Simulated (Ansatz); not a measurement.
**(PbS)1(CaSe)2 [001] superlattice, started as rocksalt type: phonons and vibrational spectra**

Aim: the phonons of (PbS)1(CaSe)2 [001] superlattice, started as rocksalt type at a cell relaxed beforehand at this level.

Calculated with Ansatz 0.2.0; DFT PBEsol, scalar-relativistic, plane waves, PAW.

The structure was built from a prototype and need not be the compound's stable phase.

In doubt: the program warns that the response may not be converged on this k-mesh (step 2), which bears on the force constants and all frequencies.

## 1. Set-up

Symmetry: I4/mmm, No. 139, tetragonal system. The conventional cell has a = 4.159 Å, b = 4.159 Å, c = 17.684 Å, α = 90.00°, β = 90.00°, γ = 90.00°. Nearest to Ca lie 1 S at 2.87 Å and 5 Se at 2.94 to 2.96 Å. Nearest to Pb lie 4 S at 2.94 Å and 2 Se at 3.01 Å. Nearest to S lie 2 Ca at 2.87 Å and 4 Pb at 2.94 Å. Nearest to Se lie 5 Ca at 2.94 to 2.96 Å and 1 Pb at 3.01 Å. Farther neighbours and most contacts between anions are not listed.

## 2. Modes at Γ

The cell comes from relaxations at this level that are not shown. The zone centre is the only wavevector solved here; it holds the modes that light can see, as far as symmetry allows. The response to a homogeneous field gives the Born charges and the dielectric tensor, and its change with displacement the Raman tensors.

Contents of input.yaml:

```yaml
crystal:
  lattice:
    - [2.9407700047, 2.9407700047, 0.0]
    - [-2.9407700047, 2.9407700047, 0.0]
    - [2.9407700047, 0.0, 8.8420649363]
  atoms:
    - { symbol: Ca, position: [0.3376879943, 0.6623120057, 0.3246240114] }
    - { symbol: Ca, position: [0.6623120057, 0.3376879943, 0.6753759886] }
    - { symbol: Pb, position: [0.0, 0.0, 0.0] }
    - { symbol: S, position: [0.5, 0.5, 0.0] }
    - { symbol: Se, position: [0.8298755172, 0.1701244828, 0.3402489656] }
    - { symbol: Se, position: [0.1701244828, 0.8298755172, 0.6597510344] }
kpoints:
  mp_grid: { grid: [8, 8, 8] }
hamiltonian:
  xc: pbesol
scf:
  occupations: { method: fixed }
output:
  eigenvalues: true
phonons:
  method: dfpt
  dielectric: true
  rigid_motions: translations
  raman: true
```

Command:

```
$ ansatz run input.yaml --threads 4 --pin off --max-ram 14336MiB --backend cpu --events-out ev --progress --plain --runs-dir out
```

Numbers of over 12 decimals in the logs are rounded to 6 here.

Log:

```text
Warning: crystal.symmetry: narrowed to the stabiliser of the run's FFT grids — unitary ops 16 → 4. A phonons.method: dfpt run fills in the rows of the dynamical matrix that it does not solve by its symmetry operations, which is exact only for operations that map its FFT grids onto themselves: filled in by any other, the frequencies could depend on the order in which like atoms are typed, or, by more than the grids' own error, on where the crystal sits among the grids' points. Excluded: 12 operations. The run can therefore solve more perturbations, solve them on more k-points, or both, and cost more. [rest of the remark cut]
Engine: ansatz 0.2.0, aarch64-unknown-linux-gnu
Pseudopotentials: kind: paw
Pseudopotential: Ca, paw, valence charge 10, recommended cutoff 420 eV (normal), Ca.paw.azcp
Pseudopotential: Pb, paw, valence charge 14, recommended cutoff 420 eV (normal), Pb.paw.azcp
Pseudopotential: S, paw, valence charge 6, recommended cutoff 420 eV (normal), S.paw.azcp
Pseudopotential: Se, paw, valence charge 16, recommended cutoff 420 eV (normal), Se.paw.azcp
Functional definition: PBEsol
  exchange = pbesol_x
  correlation = pbesol_c
Crystal: 6 atoms, lattice volume = 152.935 Å³
Basis set: ecut = 420 eV, 3001 PW (Γ), exchange–correlation on 60×60×128 points (8 copies of the dense FFT grid, shifted against one another)
Bands: 44, of which v1, the nominal top of the filled ones, is band 36 counted from 1 (35 counted from 0)
Symmetry: 16 space group operations
k-points: 260 of 512 (irreducible under 1 space group operation, time reversal used)
Non-local potential: Ca, projectors of the file, l = 0: 3, l = 1: 2, l = 2: 2
Non-local potential: Pb, projectors of the file, l = 0: 2, l = 1: 2, l = 2: 2, l = 3: 2
Non-local potential: S, projectors of the file, l = 0: 2, l = 1: 2, l = 2: 2
Non-local potential: Se, projectors of the file, l = 0: 2, l = 1: 2, l = 2: 3, l = 3: 1
PAW form: soft (Blöchl's): semilocal exchange-correlation on the pseudo side does not see the compensation charge
PAW frozen core: Ca, regenerated for the run's functional, and the local potential with it (the file was generated under x = pbe(κ = 0.804, μ = 0.219515), c = pbe(β = 0.066725))
PAW frozen core: Pb, regenerated for the run's functional, and the local potential with it (the file was generated under x = pbe(κ = 0.804, μ = 0.219515), c = pbe(β = 0.066725))
PAW frozen core: S, regenerated for the run's functional, and the local potential with it (the file was generated under x = pbe(κ = 0.804, μ = 0.219515), c = pbe(β = 0.066725))
PAW frozen core: Se, regenerated for the run's functional, and the local potential with it (the file was generated under x = pbe(κ = 0.804, μ = 0.219515), c = pbe(β = 0.066725))
PAW one-centre angular grid: Ca, 110 points (default); XC on 64 Gauss nodes
PAW one-centre angular grid: Pb, 590 points (default); XC on 64 Gauss nodes
PAW one-centre angular grid: S, 110 points (default); XC on 64 Gauss nodes
PAW one-centre angular grid: Se, 590 points (default); XC on 64 Gauss nodes
Initial density: superposition of atomic densities (neutral atoms: chi_scale 0, normalization atom), corrected by the library's trained network
Initial wavefunctions: pseudopotential atomic-orbital guess
Functional: x = pbesol(κ = 0.804, μ = 0.123457), c = pbesol(β = 0.046)
SCF iter   1: F=—  HF=-27085.048048 eV  |F-HF|=—  |Δ(HF+E_count)|=         —  Δρ=3.42e-3  dr2=3.11e-2  ethr=1.77e-3  ⟨swp⟩=5.2  Hψ=42778  notcnv=0  defer=1359
preconditioner: auto → Resta (q_TF=auto, 2.406 Å⁻¹)  ε∞=3.3  [insulator: Δε(μ)=1.173 eV  Ē_g=11.876 eV  n_scr=42 (ndim 8)  ℏωp=18.0 eV  f_vac=0.001  ε∞_Penn≈3.3]
SCF iter   2: F=—  HF=-27085.039134 eV  |F-HF|=—  |Δ(HF+E_count)|=   8.91e-3  Δρ=1.40e-3  dr2=4.01e-3  ethr=4.31e-5  ⟨swp⟩=2.5  Hψ=16624  notcnv=0  defer=1558
[...]
Born effective charges Z* (e; rows j = field, columns β = displacement):
    site 0:
         2.28829    0.00000    0.00000
         0.00000    2.28829   -0.00000
         0.00000    0.00000    2.32802
    site 1:
         2.28829    0.00000   -0.00000
         0.00000    2.28829   -0.00000
[...]
site 2:
[...]
site 3:
[...]
site 4:
[...]
-0.00000   -2.22636   -0.00000
        -0.00000   -0.00000   -3.14239
    site 5:
        -2.22636    0.00000    0.00000
         0.00000   -2.22636    0.00000
         0.00000    0.00000   -3.14239
  Z* charge neutrality: 1.536e-2 e pre-enforcement
  solved inside a basis spanned on kpoints, on 10×10×8 k-points transformed towards the longest dipole: ε∞ is read to err by 5.2e-2, Z* by 5.1e-2 e (field_mesh: kpoints solves on kpoints); Z* is corrected for what the basis lacks
  Raman tensors (in the event stream and the table raman_tensors.tsv): an entry may err by 4.9e0 Å², one of the second-order susceptibility by 6.9e-18 pm/V (basis, points and sum rule); their sum over the sites missed zero by 1.275e-17 Å² ahead of its enforcement
  optical modes at Γ without the LO–TO term, one row a degenerate level:
      ω (cm⁻¹)  modes    IR ((D/Å)²/amu)  static Raman (Å⁴/amu)  depolarisation
         47.17      2             1.6524                 0.0000               —
         66.22      2             0.0000                21.9983           0.750
         94.18      1             3.8282                 0.0000               —
        109.60      2            26.5785                 0.0000               —
        149.86      1             0.0000                 8.5122           0.002
        159.71      1             5.6067                 0.0000               —
        176.98      1             0.0000               220.4624           0.713
        180.69      2            22.0227                 0.0000               —
        182.17      2             0.0000                26.1955           0.750
        201.93      1             7.6335                 0.0000               —
  optical modes at Γ + LO–TO along q̂ = [1.0000, 0.0000, 0.0000]:
      ω (cm⁻¹)  modes    IR ((D/Å)²/amu)  static Raman (Å⁴/amu)  depolarisation
         47.17      1             0.8262                 0.0000               —
         50.64      1             0.0604                 0.0000               —
         66.22      2             0.0000                21.9983           0.750
         94.18      1             3.8282                 0.0000               —
        109.60      1            13.2893                 0.0000               —
        143.68      1             1.7311                 0.0000               —
        149.86      1             0.0000                 8.5122           0.002
        159.71      1             5.6067                 0.0000               —
        176.98      1             0.0000               220.4624           0.713
        180.69      1            11.0113                 0.0000               —
        182.17      2             0.0000                26.1955           0.750
        201.93      1             7.6335                 0.0000               —
[...]
optical modes at Γ + LO–TO along q̂ = [0.0000, 1.0000, 0.0000]:
      ω (cm⁻¹)  modes    IR ((D/Å)²/amu)  static Raman (Å⁴/amu)  depolarisation
[...]
66.22      2             0.0000                21.9983           0.750
[...]
149.86      1             0.0000                 8.5122           0.002
[...]
176.98      1             0.0000               220.4624           0.713
[...]
182.17      2             0.0000                26.1955           0.750
[...]
optical modes at Γ + LO–TO along q̂ = [0.0000, 0.0000, 1.0000]:
      ω (cm⁻¹)  modes    IR ((D/Å)²/amu)  static Raman (Å⁴/amu)  depolarisation
[...]
66.22      2             0.0000                21.9983           0.750
        109.55      1             0.6833                 0.0000               —
        109.60      2            26.5785                 0.0000               —
        149.86      1             0.0000                 8.5122           0.002
        174.79      1             0.9747                 0.0000               —
        176.98      1             0.0000               220.4624           0.713
        180.69      2            22.0227                 0.0000               —
        182.17      2             0.0000                26.1955           0.750
        253.13      1            15.4104                 0.0000               —
[key lines of the parts left out:]
SCF converged after 9 iterations
Free energy (F): -27085.038475 eV
Fermi energy:    7.857408 eV
```

The job ended after 46 min (4 threads of Arm Neoverse V2, shared host; peak memory 7.1 GiB).

This step gave:

```yaml
gap_on_the_k_mesh: 1.226 eV
volume_per_atom: 25.49 Å³
sum_rule_residual_before_enforcement: 1.27e-4 eV/Å²
miss_of_the_charge_sum_rule: 0.01536 e
estimated_error_of_the_dielectric_tensor: 0.05164
estimated_error_of_the_born_charges: 0.05147 e
point_group: 4/mmm
highest_optical_mode_at_the_zone_centre_no_lo_to_term: 201.9 cm⁻¹
lowest_optical_zone_centre_mode: 47.17 cm⁻¹
mean_high_frequency_dielectric_constant: 8.725
largest_born_charge_third_of_the_trace: 4.144 e
mean_static_dielectric_constant: 29.50
top_of_the_zone_centre_spectrum_with_the_field: 253.1 cm⁻¹
```

Without the LO-TO term. Patterns of degenerate modes are one choice out of their space. Modes at Γ, with each element's share of the kinetic energy:

```csv
mode,frequency (cm⁻¹),symmetry,Ca %,Pb %,S %,Se %
1,0.0,acoustic,17,43,7,33
2,0.0,acoustic,17,43,7,33
3,0.0,acoustic,17,43,7,33
4,47.2,Eu,15,52,0,33
5,47.2,Eu,15,52,0,33
6,66.2,Eg,30,0,0,70
7,66.2,Eg,30,0,0,70
8,94.2,A2u,6,53,0,41
9,109.6,Eu,0,4,92,3
10,109.6,Eu,0,4,92,3
11,149.9,A1g,1,0,0,99
12,159.7,A2u,61,3,10,26
13,177.0,A1g,99,0,0,1
14,180.7,Eu,69,0,1,31
15,180.7,Eu,69,0,1,31
16,182.2,Eg,70,0,0,30
17,182.2,Eg,70,0,0,30
18,201.9,A2u,16,1,83,0
```

Displacements in mode 4 (47.2 cm⁻¹), the largest set to 1:
```
Ca1  0.00 -0.85  0.00
Ca2  0.00 -0.85  0.00
Pb3  0.00  1.00  0.00
S4   0.00  0.16  0.00
Se5  0.00 -0.91  0.00
Se6  0.00 -0.91  0.00
```

Displacements in mode 18 (201.9 cm⁻¹), the largest set to 1:
```
Ca1  0.00  0.00 -0.28
Ca2  0.00  0.00 -0.28
Pb3  0.00  0.00 -0.04
S4   0.00  0.00  1.00
Se5  0.00  0.00 -0.01
Se6  0.00  0.00 -0.01
```

Optical modes at the zone centre, without and with the macroscopic field of the longitudinal modes; each column is sorted by frequency, so a row need not hold one and the same mode. Modes with and without the field, by row:

```csv
rank among optical modes,no field (cm⁻¹),"q along (1, 0, 0) (cm⁻¹)","q along (0, 0, 1) (cm⁻¹)"
1,47.2,47.2,47.2
2,47.2,50.6,47.2
3,66.2,66.2,66.2
4,66.2,66.2,66.2
5,94.2,94.2,109.5
6,109.6,109.6,109.6
7,109.6,143.7,109.6
8,149.9,149.9,149.9
9,159.7,159.7,174.8
10,177,177,177
11,180.7,180.7,180.7
12,180.7,182.2,180.7
13,182.2,182.2,182.2
14,182.2,201.9,182.2
15,201.9,247.7,253.1
```

Born charge (rows field, columns displacement) (e), principal values of the symmetric part by kind of site:

```csv
atom,atoms with these values,low,middle,high,mean
Ca1,2,2.29,2.29,2.33,2.30
Pb3,1,3.81,4.31,4.31,4.14
S4,1,-4.43,-4.43,-2.19,-3.68
Se5,2,-3.14,-2.23,-2.23,-2.53
```

In full for Pb3:

```
4.31 0.00 0.00
0.00 4.31 0.00
0.00 0.00 3.81
```

High-frequency dielectric tensor:

```
9.31 0.00 0.00
0.00 9.31 0.00
0.00 0.00 7.56
```

Static dielectric tensor (ions relaxed, fixed cell):

```
34.62  0.00  0.00
 0.00 34.62  0.00
 0.00  0.00 19.26
```

Transverse modes. Lines of the infrared spectrum (strongest = 100):

```csv
position (cm⁻¹),relative intensity
47,6.2
66,0.0
94,14
110,100
150,0.0
160,21
177,0.0
181,83
182,0.0
202,29
```

Activity x (w_L - w)^4 (n + 1)/w, 532 nm, 300 K; the tensors are static ones, while 532 nm light lies above the computed direct gap, where resonance would change the heights; modes without the macroscopic field alone. Raman lines, with heights relative to the strongest:

```csv
position (cm⁻¹),relative intensity
47,0.0
66,57
94,0.0
110,0.0
150,5.1
160,0.0
177,100
181,0.0
182,11
202,0.0
```

Before it was imposed, the acoustic sum rule was missed by 1.3e-4 eV/Å² and the charge sum rule by 0.015 e. Small misses are needed for a sound result but don't prove that mesh and cutoff are converged. The lowest optical mode is real, 47.2 cm⁻¹.

The log warns of the k mesh: “the force constants stand on the 8×8×8 k-mesh, whose period is 10.46 times the interband length at k = (0.0000, -0.5000, 0.0000), direct gap 1.226 eV, under 14: take them and everything formed from them as unconverged”.

## 3. Isotope substitution, element Ca, natural mass 40.078 amu

An isotope changes the mass and not the force constants, so no new electronic calculation is needed; the shifts show which modes move this element.

The same force constants with the mass of Ca changed from 40.078 to 47.953 u (phonopy, no LO-TO term). Both lists are sorted by frequency; levels can cross, so a row need not hold one and the same mode. Modes under 3 cm⁻¹ are left out. Isotope shifts, by row:

```csv
q,rank,natural mass (cm⁻¹),changed mass (cm⁻¹)
0 0 0,4,47.17,46.53
0 0 0,5,47.17,46.53
0 0 0,6,66.22,64.33
0 0 0,7,66.22,64.33
0 0 0,8,94.18,93.62
0 0 0,9,109.6,109.6
0 0 0,10,109.6,109.6
0 0 0,11,149.9,149.7
0 0 0,12,159.7,151
0 0 0,13,177,162
0 0 0,14,180.7,170.2
0 0 0,15,180.7,170.2
0 0 0,16,182.2,171.4
0 0 0,17,182.2,171.4
0 0 0,18,201.9,199.6
```

A mode of this element alone would shift by -8.58 %. The highest zone-centre frequency without the field goes from 201.9 to 199.6 cm⁻¹ (-1.1 %). The product of the frequency ratios over all optical modes at Γ is 0.613; the product rule, (m/m′)^(3k/2) (M′/M)^(3/2) with k = 2 such atoms and M the mass of the cell, gives 0.613.

## 4. Another isotope, element Pb, natural mass 207.2 amu

The same for Pb, from 207.20 to 203.97 u.

The same force constants with the mass of Pb changed from 207.200 to 203.973 u (phonopy, no LO-TO term). Both lists are sorted by frequency; levels can cross, so a row need not hold one and the same mode. Modes under 3 cm⁻¹ are left out. Isotope shifts, by row:

```csv
q,rank,natural mass (cm⁻¹),changed mass (cm⁻¹)
0 0 0,4,47.17,47.37
0 0 0,5,47.17,47.37
0 0 0,6,66.22,66.22
0 0 0,7,66.22,66.22
0 0 0,8,94.18,94.57
0 0 0,9,109.6,109.6
0 0 0,10,109.6,109.6
0 0 0,11,149.9,149.9
0 0 0,12,159.7,159.8
0 0 0,13,177,177
0 0 0,14,180.7,180.7
0 0 0,15,180.7,180.7
0 0 0,16,182.2,182.2
0 0 0,17,182.2,182.2
0 0 0,18,201.9,201.9
```

A mode of this element alone would shift by +0.79 %. The highest zone-centre frequency without the field goes from 201.9 to 201.9 cm⁻¹ (+0.0 %). The product of the frequency ratios over all optical modes at Γ is 1.014; the product rule, (m/m′)^(3k/2) (M′/M)^(3/2) with k = 1 such atoms and M the mass of the cell, gives 1.013.

## 5. Another isotope, element S, natural mass 32.06 amu

The same for S, from 32.06 to 33.97 u.

A mode of this element alone would shift by -2.85 %. The highest zone-centre frequency without the field goes from 201.9 to 197.2 cm⁻¹ (-2.3 %). The product of the frequency ratios over all optical modes at Γ is 0.923; the product rule, (m/m′)^(3k/2) (M′/M)^(3/2) with k = 1 such atoms and M the mass of the cell, gives 0.922.

## 6. Isotope substitution, element Se, natural mass 78.971 amu

The same for Se, from 78.97 to 81.92 u.

A mode of this element alone would shift by -1.81 %. The highest zone-centre frequency without the field goes from 201.9 to 201.9 cm⁻¹ (+0.0 %). The product of the frequency ratios over all optical modes at Γ is 0.913; the product rule, (m/m′)^(3k/2) (M′/M)^(3/2) with k = 2 such atoms and M the mass of the cell, gives 0.913.

## 7. Results

* space group (within 0.01 Å): I4/mmm
* volume per atom: 25.5 Å³
* gap on the k-mesh: 1.23 eV
* highest optical mode at the zone centre (no LO-TO term): 202 cm⁻¹
* top of the zone-centre spectrum with the field: 253 cm⁻¹
* lowest optical zone-centre mode: 47.2 cm⁻¹
* mean high-frequency dielectric constant: 8.72
* mean static dielectric constant: 29.5
* largest Born charge (third of the trace): 4.14 e
* imaginary modes at Γ (the only wavevector solved): none

The structure is stable against zone-centre distortions, since no mode there is imaginary; other wavevectors were not solved, so zone-boundary instabilities are untested. Without the field, the optical modes at Γ span 47 to 202 cm⁻¹. No dispersion was computed. The highest mode in this list at Γ, 201.9 cm⁻¹, is mostly motion of S (83 % of the kinetic energy). With the macroscopic field of the longitudinal modes the top of the zone-centre spectrum lies at 253 cm⁻¹, against 202 cm⁻¹ without it. Lattice motion raises the mean dielectric constant from 8.725 to 29.50. The strongest infrared line is at 110 cm⁻¹. Averaged over orientations, the strongest Raman line at 532 nm and 300 K is at 177 cm⁻¹. The tensors are the static, non-resonant ones, while 532 nm light (2.33 eV) lies above the computed gap. With the field response the log warns that the k mesh is coarse for the force constants too, so the frequencies may not be converged. Spin-orbit coupling is left out, which can matter for the heavy elements here. The starting cell was built on a prototype and not taken from a measurement, so the phase need not exist. These are harmonic frequencies at zero temperature: anharmonic shifts, linewidths and thermal expansion are left out.

[Logs are printed without paths, hosts, clocks, repeated set-up lines and the standing remarks that a program may print on its own settings, such as how far it seeks lower states.]

[Hosts, paths, dates, database ids (printed as entryN), source tags and the programs' standing remarks are cut or masked in the printed files.]
